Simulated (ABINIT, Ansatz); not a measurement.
## Quasiparticle gap of Na3OBr (Pm-3m) in ABINIT

Aim: the G0W0 gap of Na3OBr (Pm-3m) on PBEsol, step by step.

Program: ABINIT 10.8.3. Level of theory: PBEsol and many-body steps on it, plane waves. Results are calculated unless marked as measured.

Most raw output is cut from this account.

## 1. Set-up

It takes space group Pm-3m (No. 221, cubic). The conventional cell has a = 4.533 Å, b = 4.533 Å, c = 4.533 Å, α = 90.00°, β = 90.00°, γ = 90.00°. Nearest to Na lie 2 O at 2.27 Å and 8 Na at 3.21 Å and 4 Br at 3.21 Å. Nearest to Br lie 12 Na at 3.21 Å. O has 6 Na at 2.27 Å nearest. Farther neighbours and most contacts between anions are not listed.

Structure file:

```cif
data_structure
_symmetry_space_group_name_H-M 'Pm-3m'
_symmetry_Int_Tables_number 221
_cell_length_a 4.5331
_cell_length_b 4.5331
_cell_length_c 4.5331
_cell_angle_alpha 90.000
_cell_angle_beta 90.000
_cell_angle_gamma 90.000
_cell_volume 93.15
loop_
_atom_site_label
_atom_site_type_symbol
_atom_site_symmetry_multiplicity
_atom_site_Wyckoff_symbol
_atom_site_fract_x
_atom_site_fract_y
_atom_site_fract_z
_atom_site_occupancy
Na1 Na 3 c 0.00000 0.50000 0.50000 1
Br1 Br 1 a 0.00000 0.00000 0.00000 1
O1 O 1 b 0.50000 0.50000 0.50000 1
```

The cell and positions are those that the Materials Project relaxed with its own functionals (PBE, PBE+U or r2SCAN), kept fixed.

## 2. Ground state

This step: ABINIT 10.8.3; DFT, PBEsol, plane waves, norm-conserving pseudopotentials.

The ground-state density comes first.

The input, run.abi:

```
acell 3*1.0 Angstrom
rprim 
  4.533130000000 0.000000000000 0.000000000000
  0.000000000000 4.533130000000 0.000000000000
  0.000000000000 0.000000000000 4.533130000000
ntypat 3
znucl 11 35 8
natom 5
typat 1 1 1 2 3
xred 
  0.000000000000 0.500000000000 0.500000000000
  0.500000000000 0.000000000000 0.500000000000
  0.500000000000 0.500000000000 0.000000000000
  0.000000000000 0.000000000000 0.000000000000
  0.500000000000 0.500000000000 0.500000000000
pp_dirpath "pseudos"
pseudos "Na.upf, Br.upf, O.upf"
ecut 38
ngkpt 4 4 4
nshiftk 1
shiftk 0 0 0
kptopt 1
chksymbreak 0
nband 26
occopt 1
tolvrs 1e-10
nstep 60
prtwf 0
optforces 0
optstress 0
indata_prefix "in"
outdata_prefix "out"
tmpdata_prefix "tmp"
```

Started as:

```
> OMP_NUM_THREADS=1 mpirun -n 4 abinit run.abi > log
```

Wall time 24 s (4 MPI ranks of Arm Neoverse V1, shared host); peak memory 0.35 GiB.

This step gave:

| Property | Result |
| --- | --- |
| total energy | -4606.0645 eV |
| gap | 1.960 eV |
| k of the valence top | 0, 0, 0 |
| k of the conduction bottom | 0, 0, 0 |
| least direct gap | 1.960 eV |

The gap is direct, at Γ.

## 3. Bands along the symmetry lines

Levels along a band path, at the cheap level, show where the edges lie and whether the meshes to come will hold them.

The input, run.abi:

```
acell 3*1.0 Angstrom
rprim 
  4.533130000000 0.000000000000 0.000000000000
  0.000000000000 4.533130000000 0.000000000000
  0.000000000000 0.000000000000 4.533130000000
ntypat 3
znucl 11 35 8
natom 5
typat 1 1 1 2 3
xred 
  0.000000000000 0.500000000000 0.500000000000
  0.500000000000 0.000000000000 0.500000000000
  0.500000000000 0.500000000000 0.000000000000
  0.000000000000 0.000000000000 0.000000000000
  0.500000000000 0.500000000000 0.500000000000
pp_dirpath "pseudos"
pseudos "Na.upf, Br.upf, O.upf"
ecut 38
iscf -2
irdden 1
kptopt 0
nkpt 50
kpt 
  0.00000000 0.00000000 0.00000000
  0.00000000 0.06250000 0.00000000
  0.00000000 0.12500000 0.00000000
  0.00000000 0.18750000 0.00000000
  0.00000000 0.25000000 0.00000000
  0.00000000 0.31250000 0.00000000
  0.00000000 0.37500000 0.00000000
  0.00000000 0.43750000 0.00000000
  0.00000000 0.50000000 0.00000000
  0.06250000 0.50000000 0.00000000
  0.12500000 0.50000000 0.00000000
  0.18750000 0.50000000 0.00000000
  0.25000000 0.50000000 0.00000000
  0.31250000 0.50000000 0.00000000
  0.37500000 0.50000000 0.00000000
  0.43750000 0.50000000 0.00000000
  0.50000000 0.50000000 0.00000000
  0.43750000 0.43750000 0.00000000
  0.37500000 0.37500000 0.00000000
  0.31250000 0.31250000 0.00000000
  0.25000000 0.25000000 0.00000000
  0.18750000 0.18750000 0.00000000
  0.12500000 0.12500000 0.00000000
  0.06250000 0.06250000 0.00000000
  0.00000000 0.00000000 0.00000000
  0.06250000 0.06250000 0.06250000
  0.12500000 0.12500000 0.12500000
  0.18750000 0.18750000 0.18750000
  0.25000000 0.25000000 0.25000000
  0.31250000 0.31250000 0.31250000
  0.37500000 0.37500000 0.37500000
  0.43750000 0.43750000 0.43750000
  0.50000000 0.50000000 0.50000000
  0.43750000 0.50000000 0.43750000
  0.37500000 0.50000000 0.37500000
  0.31250000 0.50000000 0.31250000
  0.25000000 0.50000000 0.25000000
  0.18750000 0.50000000 0.18750000
  0.12500000 0.50000000 0.12500000
  0.06250000 0.50000000 0.06250000
  0.00000000 0.50000000 0.00000000
  0.50000000 0.50000000 0.50000000
  0.50000000 0.50000000 0.43750000
  0.50000000 0.50000000 0.37500000
  0.50000000 0.50000000 0.31250000
  0.50000000 0.50000000 0.25000000
  0.50000000 0.50000000 0.18750000
  0.50000000 0.50000000 0.12500000
  0.50000000 0.50000000 0.06250000
  0.50000000 0.50000000 0.00000000
istwfk *1
nband 27
nbdbuf 2
tolwfr 1e-08
nstep 40
prtwf 0
prtvol 0
indata_prefix "in"
outdata_prefix "out"
tmpdata_prefix "tmp"
```

The job ended after 35 s (4 MPI ranks; peak memory 0.4 GiB; 2.4 min of CPU time).

This step gave:

- gap: 1.960 eV
- k of the valence top: 0, 0, 0
- k of the conduction bottom: 0, 0, 0
- least direct gap: 1.960 eV

The gap is 1.960 eV, as in the run before at this level.

The electronic bands at the labelled points (eV, zero at the top of the highest filled band):

```
    point  band 17  band 18  band 19  band 20  band 21  band 22  band 23  band 24
        Γ    -2.71     0.00     0.00     0.00     1.96     4.89     4.89     9.07
  halfway    -2.65    -0.47    -0.08    -0.08     3.05     5.16     5.68     8.26
        X    -2.59    -0.79    -0.17    -0.17     4.23     5.51     5.87     7.81
  halfway    -2.55    -0.48    -0.23    -0.15     4.47     5.23     6.32     7.49
        M    -2.52    -0.27    -0.27    -0.13     4.50     4.60     7.28     7.28
  halfway    -2.60    -0.47    -0.14    -0.12     3.67     5.53     6.24     7.04
        Γ    -2.71     0.00     0.00     0.00     1.96     4.89     4.89     9.07
  halfway    -3.04    -0.32    -0.28    -0.28     4.39     6.36     6.36     6.52
        R    -3.21    -0.70    -0.70    -0.70     6.03     6.03     6.03     7.88
  halfway    -2.92    -0.44    -0.44    -0.21     5.35     5.37     6.57     6.60
        X    -2.59    -0.79    -0.17    -0.17     4.23     5.51     5.87     7.81
jump to R    -3.21    -0.70    -0.70    -0.70     6.03     6.03     6.03     7.88
  halfway    -2.90    -0.47    -0.47    -0.43     5.23     5.81     6.46     6.46
        M    -2.52    -0.27    -0.27    -0.13     4.50     4.60     7.28     7.28
```

## 4. Empty states on the mesh, 2×2×2 mesh, 187 bands

The sums over transitions need many empty states on a uniform mesh; this step solves for them.

The input, run.abi:

```
acell 3*1.0 Angstrom
rprim 
  4.533130000000 0.000000000000 0.000000000000
  0.000000000000 4.533130000000 0.000000000000
  0.000000000000 0.000000000000 4.533130000000
ntypat 3
znucl 11 35 8
natom 5
typat 1 1 1 2 3
xred 
  0.000000000000 0.500000000000 0.500000000000
  0.500000000000 0.000000000000 0.500000000000
  0.500000000000 0.500000000000 0.000000000000
  0.000000000000 0.000000000000 0.000000000000
  0.500000000000 0.500000000000 0.500000000000
pp_dirpath "pseudos"
pseudos "Na.upf, Br.upf, O.upf"
ecut 38
ngkpt 2 2 2
nshiftk 1
shiftk 0 0 0
kptopt 1
chksymbreak 0
iscf -2
irdden 1
istwfk *1
nband 187
nbdbuf 16
tolwfr 1e-09
nstep 60
prtvol 0
indata_prefix "in"
outdata_prefix "out"
tmpdata_prefix "tmp"
```

Run time: 53 s. Hardware: 4 MPI ranks; peak memory 0.42 GiB; 3.5 min of CPU time.

Numbers from this step:

| Property | Result |
| --- | --- |
| gap | 1.960 eV |
| k of the valence top | 0, 0, 0 |
| k of the conduction bottom | 0, 0, 0 |
| least direct gap | 1.960 eV |
| k points computed | 4 |
| lowest point of the top converged band, above the valence top | 73.2231 eV |

On this mesh the gap is 1.960 eV.

## 5. Screening, 2×2×2 mesh, 171 bands, screening to 176.9 eV

The RPA dielectric matrix is built and inverted for each q.

This step: RPA screening on PBEsol, plane waves, norm-conserving pseudopotentials.

run.abi: that of step 4 with these lines changed.

```diff
@@ -23,10 +23,11 @@
 chksymbreak 0
-iscf -2
-irdden 1
 istwfk *1
-nband 187
-nbdbuf 16
-tolwfr 1e-09
-nstep 60
-prtvol 0
+occopt 1
+irdwfk 1
+optdriver 3
+nband 171
+ecuteps 6.5
+inclvkb 2
+awtr 1
+symchi 1
 indata_prefix "in"
```

Wall time 31 s (4 MPI ranks); peak memory 1.2 GiB.

Numbers from this step:

- ε∞ with local fields, on this mesh, along the program's q direction: 4.376
- the same without local fields: 4.865
- plasma frequency: 24.33 eV
- plane waves in the screening matrix: 485

Local fields lower ε∞ by 10 %. On a Γ-centred mesh this coarse the value itself is usually too large, while a short band sum pulls it down.

## 6. Self-energy, 2×2×2 mesh, 171 bands, screening to 176.9 eV

The self-energy is evaluated for the states that the input lists, and the levels follow from it, in one-shot runs by the linearised quasiparticle equation.

This step: G0W0 on PBEsol, plane waves, norm-conserving pseudopotentials.

run.abi: that of step 5 with these lines changed.

```diff
@@ -26,8 +26,15 @@
 irdwfk 1
-optdriver 3
+optdriver 4
 nband 171
+gwcalctyp 0
+ecutsigx 38
+symsigma 1
+nkptgw 1
+kptgw 
+  0.0000000000 0.0000000000 0.0000000000
+bdgw 
+  18 23
 ecuteps 6.5
-inclvkb 2
-awtr 1
-symchi 1
+irdscr 1
+ppmodel 1
 indata_prefix "in"
```

It took 15 s on 4 MPI ranks; peak memory 1.1 GiB; 60 s of CPU time.

Numbers from this step:

```
G0W0 gap on the points computed              : 3.31 eV
starting gap on the mesh                     : 1.960 eV
k of the valence top                         : 0, 0, 0
k of the conduction bottom                   : 0, 0, 0
Z at the valence top                         : 0.747
Z at the conduction bottom                   : 0.833
least direct G0W0 gap on the computed points : 3.31 eV
```

The gap on the mesh goes from 1.96 eV to 3.31 eV, a correction of +1.35 eV.

Limits: finite bands, cutoff and mesh; no spin-orbit coupling; coarse k mesh. v1 is the top filled band, c1 the lowest empty one. The levels before and after the correction (eV, zero at the valence-band top of each column):

```
           conduction bottom  valence top
Kohn-Sham               1.96         0.00
     G0W0               3.31         0.00
```

```
             level  energy (eV)
Kohn-Sham  Γ v3-v1        0.000
Kohn-Sham     Γ c1        1.960
Kohn-Sham  Γ c2-c3        4.887
     G0W0  Γ v3-v1        0.000
     G0W0     Γ c1        3.310
     G0W0  Γ c2-c3        6.207
```

## 7. Where the time went

Times are wall times on 4 MPI ranks of Arm Neoverse V1, shared host, good to a factor of about two.

```
                          step  time  share  memory (GiB)
                  ground state  24 s   15 %          0.35
bands along the symmetry lines  35 s   22 %           0.4
      empty states on the mesh  53 s   33 %          0.42
                     screening  31 s   19 %           1.2
                   self-energy  15 s    9 %           1.1
```

## 8. Outcome

```
PBEsol gap           : 1.96 eV, direct
G0W0 gap on the mesh : 3.31 eV
GW settings          : 2×2×2 mesh, 171 bands, screening to 176.9 eV, Godby-Needs plasmon pole
known limits         : not at the basis limit; no spin-orbit coupling; coarse k mesh
```

G0W0 moves the gap on the mesh from 1.96 eV to 3.31 eV (+1.35 eV), with Z of 0.75 and 0.83 at the edges. Local fields lower the RPA ε∞ on this mesh from 4.86 to 4.38; a Γ-centred mesh this coarse tends to raise both, most where the direct gap is narrow, while a short band sum lowers them. Only 1 of the mesh's irreducible points was corrected, so a valley elsewhere could overtake. The dearest step here is «empty states on the mesh». Bands and cutoff are finite, so the gap is not at the basis limit. The miss can reach some tenths of an eV and take either sign; the mesh is an error of its own. In the G0W0 run levels were corrected at 1 k point alone, so a gap called «on the mesh» is the least over those, and an edge elsewhere would be missed. The 2×2×2 mesh is coarse for this cell, which bears on the long-range parts of exchange and screening. The many-body steps are scalar-relativistic: spin-orbit coupling is not in them.

[Paths, hosts, dates, memory and timing lines, banners, echoed tables and standing remarks are left out of the program output.]

[Logs are printed without paths, hosts, clocks, repeated set-up lines and the standing remarks that a program may print on its own settings, such as how far it seeks lower states.]

[Runs of the session that timed out or met a known fault of the program may be left out.]

[No measured gap is set beside runs whose start may be inverted or whose files or cutoffs have a known fault.]

[Hosts, paths, dates, database ids (printed as entryN), source tags and the programs' standing remarks are cut or masked in the printed files.]

[G0W0 gaps are taken among the corrected bands and points alone; a level outside them can change the order at an edge.]

[Where Ansatz stands beside ABINIT at settings called matched, ABINIT's density can come from a denser mesh and the files from another edition; pairs whose starting gaps differed by over 0.03 eV were left out, so agreement reads better than it is.]
